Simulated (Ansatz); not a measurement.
# La on Rh(111): change of the work function, part 2 of 2

Aim: the work function of Rh(111) at several coverages of La (fcc site), and the dipole that each adsorbate carries.

Ansatz 0.2.0; plane-wave DFT, PBE, Ansatz PAW.

So far, work function, upper face (eV): step 2 (the clean slab) 5.17; step 3 (37 atoms, coverage 0.111 ML, cell 3x3) 2.69.

**4. Adsorbate added, k-mesh 6×6×1, coverage 0.25 ML**

System of this step: La/Rh(111). The cell holds 17 atoms: 16 Rh and 1 La. Cell: a = 5.374 Å, b = 5.374 Å, c = 27.817 Å, α = 90.0°, β = 90.0°, γ = 60.0°. Vacuum lies along c.

Another coverage, to see how the dipoles act on each other as their distance changes.

input.yaml

```yaml
crystal:
  lattice:
    - [5.374011537, -1.0e-10, 0.0]
    - [2.6870057685, 4.6540305112, 0.0]
    - [0.0, 0.0, 27.8165256035]
  atoms:
    - { symbol: Rh, position: [0.0, 0.0, 0.3235486749] }
    - { symbol: Rh, position: [0.1666666667, 0.1666666667, 0.4024201722] }
    - { symbol: Rh, position: [0.3333333333, 0.3333333333, 0.4811559949] }
    - { symbol: Rh, position: [0.0, 0.0, 0.5598761935] }
    - { symbol: Rh, position: [0.0, 0.5, 0.3235486749] }
    - { symbol: Rh, position: [0.1666666667, 0.6666666667, 0.4024201722] }
    - { symbol: Rh, position: [0.3333333333, 0.8333333333, 0.4811559949] }
    - { symbol: Rh, position: [0.0, 0.5, 0.5598761935] }
    - { symbol: Rh, position: [0.5, 0.0, 0.3235486749] }
    - { symbol: Rh, position: [0.6666666667, 0.1666666667, 0.4024201722] }
    - { symbol: Rh, position: [0.8333333333, 0.3333333333, 0.4811559949] }
    - { symbol: Rh, position: [0.5, 0.0, 0.5598761935] }
    - { symbol: Rh, position: [0.5, 0.5, 0.3235486749] }
    - { symbol: Rh, position: [0.6666666667, 0.6666666667, 0.4024201722] }
    - { symbol: Rh, position: [0.8333333333, 0.8333333333, 0.4811559949] }
    - { symbol: Rh, position: [0.5, 0.5, 0.5598761935] }
    - { symbol: La, position: [0.1666666667, 0.1666666667, 0.6764513251] }
kpoints:
  mp_grid: { grid: [6, 6, 1] }
hamiltonian:
  xc: pbe
scf:
  occupations: { method: fermi_dirac, width: 0.1 }
  convergence: { dr2_threshold: 1.0e-08 }
efield:
  axis: 3
  dipole_correction: true
  ramp_position: 0.97
  ramp_width: 0.06
relax:
  f_tol: 0.02
  max_steps: 60
  constraints: [{ sites: [0, 1, 4, 5, 8, 9, 12, 13] }]
output:
  dos: { projected: true, e_range: [-8, 4] }
  write_potential: true
  write_density: true
  volumetric_format: npy
  elf: true
```

Command:

```
$ ansatz run input.yaml --threads 4 --pin off --max-ram 16384MiB --backend cpu --events-out ev --progress --plain --runs-dir out
```

Elapsed: 4.9 min, on 4 threads of Arm Neoverse V1, shared host; peak memory 2.8 GiB.

Step by step:

| step | energy less that of the first step (eV) | largest force component (eV/Å) |
| --- | --- | --- |
| 1 | 0.0000 | 2.4691 |
| 2 | -0.6151 | 2.8029 |
| 3 | -1.2869 | 2.9951 |
| 4 | -1.9009 | 2.7723 |
| 5 | -2.4127 | 1.8011 |
| 6 | -2.6307 | 0.2496 |
| 7 | -2.6202 | 0.3399 |
| 8 | -2.6728 | 0.0535 |
| 9 | -2.6733 | 0.0118 |

Relaxation step 7 was tried and not accepted.

The run keeps the 6 symmetry operations that the program found, so distortions that break them were not tested.

The atoms that moved most (Å):

```csv
atom,dx,dy,dz,length
La17,0.000,0.000,-1.068,1.068
Rh16,0.000,0.000,0.146,0.146
Rh12,0.030,-0.017,0.056,0.066
Rh8,0.000,0.035,0.056,0.066
Rh4,-0.030,-0.017,0.056,0.066
Rh15,0.000,0.000,-0.052,0.052
Rh3,0.004,0.002,0.025,0.026
Rh7,0.000,-0.005,0.025,0.026
```

Final coordinates:

```xyz
17
Lattice="5.3740 0.0000 0.0000 2.6870 4.6540 0.0000 0.0000 0.0000 27.8165" Properties=species:S:1:pos:R:3
Rh    0.0000    0.0000    9.0000
Rh    1.3435    0.7757   11.1939
Rh    2.6913    1.5538   13.4091
Rh   -0.0301   -0.0174   15.6299
Rh    1.3435    2.3270    9.0000
Rh    2.6870    3.1027   11.1939
Rh    4.0305    3.8734   13.4091
Rh    1.3435    2.3618   15.6299
Rh    2.6870    0.0000    9.0000
Rh    4.0305    0.7757   11.1939
Rh    5.3697    1.5538   13.4091
Rh    2.7171   -0.0174   15.6299
Rh    4.0305    2.3270    9.0000
Rh    5.3740    3.1027   11.1939
Rh    6.7175    3.8784   13.3321
Rh    4.0305    2.3270   15.7195
La    1.3435    0.7757   17.7484
```

Read from the output:

```
energy at zero smearing        : -108692.2917 eV
work function, upper face      : 2.226 eV
work function, lower face      : 5.151 eV
dipole along the normal        : 0.4042 e·Å
step between the vacuum levels : -2.925 eV
```

Running mean over 2.194 Å of the planar mean; the ramp of the sawtooth is left out. The electron's electrostatic potential energy less the Fermi level by z:

| z (Å) | electron's electrostatic potential energy less the Fermi level (eV) |
| --- | --- |
| 3.5 | 5.15 |
| 4.0 | 5.15 |
| 4.5 | 5.15 |
| 5.0 | 5.15 |
| 5.5 | 5.13 |
| 6.0 | 5.08 |
| 6.5 | 4.89 |
| 7.0 | 4.14 |
| 7.5 | 0.958 |
| 8.0 | -5.58 |
| 8.5 | -11.0 |
| 9.0 | -12.7 |
| 9.5 | -13.0 |
| 10.0 | -13.1 |
| 10.5 | -13.1 |
| 11.0 | -13.2 |
| 11.5 | -13.2 |
| 12.0 | -13.2 |
| 12.5 | -13.2 |
| 13.0 | -13.2 |
| 13.5 | -13.1 |
| 14.0 | -12.6 |
| 14.5 | -12.2 |
| 15.0 | -12.4 |
| 15.5 | -12.9 |
| 16.0 | -12.7 |
| 16.5 | -10.2 |
| 17.0 | -5.53 |
| 17.5 | -2.95 |
| 18.0 | -2.57 |
| 18.5 | -1.81 |
| 19.0 | -0.464 |
| 19.5 | 0.923 |
| 20.0 | 1.68 |
| 20.5 | 1.98 |
| 21.0 | 2.12 |
| 21.5 | 2.18 |
| 22.0 | 2.20 |
| 22.5 | 2.22 |
| 23.0 | 2.22 |
| 23.5 | 2.22 |
| 24.0 | 2.23 |
| 24.5 | 2.23 |

The density of states has structure finer than the step of the table below, so its rows give means over 0.25 eV. Peaks (eV: height): -4.060: 45.3, -3.790: 59.9, -2.830: 57.0, -2.620: 47.1, -2.380: 52.6, -1.710: 48.7, -1.650: 53.1.

The density of states by energy, zero at the Fermi level; means over each step:

energy (eV), density of states (states/eV a cell) and a bar:
```
    -7.75        0.0 
    -7.50        0.0 
    -7.25        0.8 #
    -7.00        0.9 #
    -6.75        1.0 #
    -6.50        1.1 #
    -6.25        1.5 #
    -6.00        3.6 ###
    -5.75        8.6 ######
    -5.50       19.6 ###############
    -5.25       24.9 ###################
    -5.00       29.1 ######################
    -4.75       23.3 ##################
    -4.50       22.9 #################
    -4.25       21.5 ################
    -4.00       18.2 ##############
    -3.75       31.6 ########################
    -3.50       18.4 ##############
    -3.25       24.6 ###################
    -3.00       28.2 #####################
    -2.75       39.7 ##############################
    -2.50       33.5 #########################
    -2.25       29.3 ######################
    -2.00       20.8 ################
    -1.75       28.0 #####################
    -1.50       25.7 ###################
    -1.25       21.3 ################
    -1.00       27.4 #####################
    -0.75       29.4 ######################
    -0.50       25.4 ###################
    -0.25       21.0 ################
     0.00       27.4 #####################
     0.25       31.3 ########################
     0.50       28.3 #####################
     0.75       16.0 ############
     1.00        8.8 #######
     1.25        6.5 #####
     1.50       12.7 ##########
     1.75       12.5 #########
```

Projected DOS per atom over height of the atomic layer and energy from the Fermi level. Layers: Rh4 Rh4 Rh4 Rh4 La from below.

Ten even steps from '_' (0.0 states/eV) to '@' (7.7 states/eV), each cell a mean:
```
________@@
________--
..______..
::::::....
::........
::....::..
::..::::..
::....::..
::....::..
--::..::__
::::::::__
..::::::__
........__
........__
........__
..--::..__
__::::____
__________
__________
__________
__________
__________
```
Columns: height of the atomic layer (Å) from 9 to 17.7; rows upwards: energy from the Fermi level (eV) from -7.96 to 1.95.

ELF in the ca plane at fractional y = 0.167, with atoms of Rh and La within 0.2 Å of it. It is the smooth field of the valence electrons, not physical close to the nuclei.

Values, 8 rows by 16 columns, each cell a mean:
```
0.40 0.24 0.24 0.24 0.35 0.30 0.29 0.36 0.26 0.34 0.16 0.13 0.09 0.02 0.00 0.00
0.27 0.24 0.47 0.32 0.26 0.24 0.22 0.26 0.25 0.08 0.06 0.08 0.04 0.01 0.00 0.00
0.27 0.27 0.72 0.46 0.26 0.21 0.22 0.28 0.27 0.16 0.08 0.06 0.03 0.01 0.00 0.00
0.27 0.24 0.49 0.33 0.25 0.23 0.23 0.27 0.25 0.09 0.06 0.08 0.04 0.01 0.00 0.00
0.40 0.24 0.24 0.23 0.34 0.30 0.29 0.36 0.25 0.32 0.15 0.13 0.09 0.02 0.00 0.00
0.26 0.24 0.47 0.32 0.26 0.24 0.22 0.26 0.53 0.76 0.45 0.17 0.14 0.04 0.01 0.00
0.27 0.27 0.72 0.46 0.26 0.21 0.21 0.27 0.52 0.35 0.57 0.19 0.17 0.05 0.01 0.00
0.27 0.24 0.49 0.33 0.25 0.23 0.22 0.26 0.54 0.75 0.47 0.17 0.15 0.04 0.01 0.00
```
Columns run along c (16.0 Å, from fractional 0.31 to 0.89 of the cell), rows up along a (5.4 Å). Atoms in or near the plane, at fractional coordinates: Rh at (0.40, 0.17), Rh at (0.40, 0.67), La at (0.64, 0.17).

Electrostatic potential energy in the ca plane at fractional y = 0.167, with atoms of Rh and La within 0.2 Å of it. With pseudopotentials it is smooth inside the atoms' cores, unlike the true potential.

Ten even steps from '0' (-47 eV) to '9' (9 eV), each cell a mean:
```
53589988899853589864588877789999999999999999
54589988899854589864589999999999999999999999
87899742479977799987899999999999999999999999
99998400038999999999999999999999999999999999
99998200028999999999999999999999999999999999
98998400048998999998999999999999999999999999
76789853589976789976789999999999999999999999
53589988899853589864589998899999999999999999
54589988899854589864688876788999999999999999
87889742479977799987888632368999999999999999
99998400048999999999987213137899999999999999
99998200028999999999986226226899999999999999
98998400048999999999987312137899999999999999
76789853589976789987788632468999999999999999
```
Columns run along c (16.0 Å, from fractional 0.31 to 0.89 of the cell; values clipped at the 3rd and 97th percentile), rows up along a (5.4 Å). Atoms in or near the plane, at fractional coordinates: Rh at (0.40, 0.17), Rh at (0.40, 0.67), La at (0.64, 0.17).

Valence density in the ca plane at fractional y = 0.167, with atoms of Rh and La within 0.2 Å of it. It is the smooth field of the valence electrons, not physical close to the nuclei.

Ten steps, logarithmic in the rise over the least value, from '0' (0 e/Å³) to '9' (13 e/Å³), each cell a mean:
```
56532223222355532345532222210000000000000000
45432233322355532345532111000000000000000000
34322356542234322234321100000000000000000000
22223589863222221222221100000000000000000000
22223699963222211122211000000000000000000000
23223588853222221223221100000000000000000000
44432356532234322234431100000000000000000000
55532223222355532345532111100000000000000000
45432233322345532345432233321000000000000000
34322356542234322233333455432000000000000000
22223589863222221122223555543100000000000000
22223699963222211122223555553100000000000000
23223588853222221222223455543100000000000000
44432356532234322234433345432000000000000000
```
Columns run along c (16.0 Å, from fractional 0.31 to 0.89 of the cell), rows up along a (5.4 Å). Atoms in or near the plane, at fractional coordinates: Rh at (0.40, 0.17), Rh at (0.40, 0.67), La at (0.64, 0.17).

The relaxation took 9 steps and lowered the energy by 2.7 eV; the largest force on the free atoms ends at 0.012 eV/Å.

By hand: a sheet of dipoles makes a step −p/(ε₀A) in the electron's potential. With e/ε₀ = 180.95 V·Å, p = 0.4042 e·Å and A = 25.01 Å², that is −180.95 × (0.4042) / 25.01 = -2.925 eV, and the two vacuum levels of the run differ by -2.925 eV.

The covered face has 2.23 eV, -2.94 eV against the clean one; the bare back face has moved by -0.02 eV, a measure of how thin the slab is.

**5. Work function against coverage**

This step: plane-wave DFT, PBE, Ansatz PAW; work function against coverage (Ansatz 0.2.0).

The runs are now put side by side.

Numbers from this step:

- work function of the clean face: 5.167 eV
- largest change of the work function: -2.941 eV

Work function of the covered face against coverage:

```csv
coverage (adsorbates/nm²),work function of the covered face (eV)
0.00,5.17
1.78,2.69
4.00,2.23
```

The dipole per adsorbate comes from the change of the cell's dipole. Coverage, by row:

```
coverage (1/nm²)  coverage (ML)  work function (eV)  change (eV)  dipole per adsorbate, positive end outwards (debye)  mean height of the added atoms over the highest substrate atom (Å)
           1.777         0.1111               2.694       -2.473                                                3.701                                                               2.112
           3.998           0.25               2.226       -2.941                                                 1.94                                                               2.029
```

**6. Summary of results**

| Item | Value |
| --- | --- |
| work function of the clean face | 5.17 eV |
| work function at 0.11 ML | 2.69 eV |
| work function at 0.25 ML | 2.23 eV |
| dipole per adsorbate at 0.11 ML, positive end outwards | 3.70 D |

La lowers the work function of Rh(111) at the lowest coverage, by 2.47 eV: the adsorbate layer has its positive end outwards. The slab has 4 layers, at the tabulated experimental lattice constant, one starting site was run, and quantum-size effects of a slab this thin can reach one or two tenths of an eV. The main runs have no spin polarisation; a magnetic state could lie lower and would change these results.

[Long decimals in the printed logs are rounded to 6 places.]

[Logs are printed without paths, hosts, clocks, repeated set-up lines and the standing remarks that a program may print on its own settings, such as how far it seeks lower states.]

[Hosts, paths, dates, database ids (printed as entryN), source tags and the programs' standing remarks are cut or masked in the printed files.]

[Maps of the electrostatic potential energy from Ansatz leave out the sawtooth potential of an applied field or a dipole correction, so their vacuum need not be flat; planar profiles and work functions include it.]

[The density of states shown here was stored with 400 of the rows of the run's finer table, so its peaks can read low, often by over a quarter, or be missed, and its means over a window can be off by a tenth or more.]
